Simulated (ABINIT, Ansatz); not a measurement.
Planning a run of Ansatz 0.2.0 on TiNF (Pmmn). The input:

```yaml
crystal:
  lattice:
    - [3.062004, 0.0, 0.0]
    - [0.0, 3.964387, 0.0]
    - [0.0, 0.0, 7.870826]
  atoms:
    - { symbol: Ti, position: [0.5, 0.0, 0.895914] }
    - { symbol: Ti, position: [0.0, 0.5, 0.104086] }
    - { symbol: "N", position: [0.5, 0.5, 0.939316] }
    - { symbol: "N", position: [0.0, 0.0, 0.060684] }
    - { symbol: F, position: [0.0, 0.0, 0.724624] }
    - { symbol: F, position: [0.5, 0.5, 0.275376] }
kpoints:
  mp_grid: { grid: [8, 6, 4] }
hamiltonian:
  xc: lda
scf:
  occupations: { method: fixed }
dielectric: {}
```

```sh
ansatz run input.yaml --threads 4 --pin off --max-ram 7372MiB --backend cpu --events-out ev --progress --plain --runs-dir out
```

How long will it take on 4 threads of Arm Neoverse V1, shared host, and how much memory?

It took 2.2 min; on shared hardware allow 66 s to 4.4 min. Peak host memory was 1.5 GiB.

[Paths, hosts, dates, memory and timing lines, banners, echoed tables and standing remarks are left out of the program output.]

[Logs are printed without paths, hosts, clocks, repeated set-up lines and the standing remarks that a program may print on its own settings, such as how far it seeks lower states.]

[Runs of the session that timed out or met a known fault of the program may be left out.]

[Hosts, paths, dates, database ids (printed as entryN), source tags and the programs' standing remarks are cut or masked in the printed files.]

[G0W0 gaps are taken among the corrected bands and points alone; a level outside them can change the order at an edge.]

[Where Ansatz stands beside ABINIT at settings called matched, ABINIT's density can come from a denser mesh and the files from another edition; pairs whose starting gaps differed by over 0.03 eV were left out, so agreement reads better than it is.]
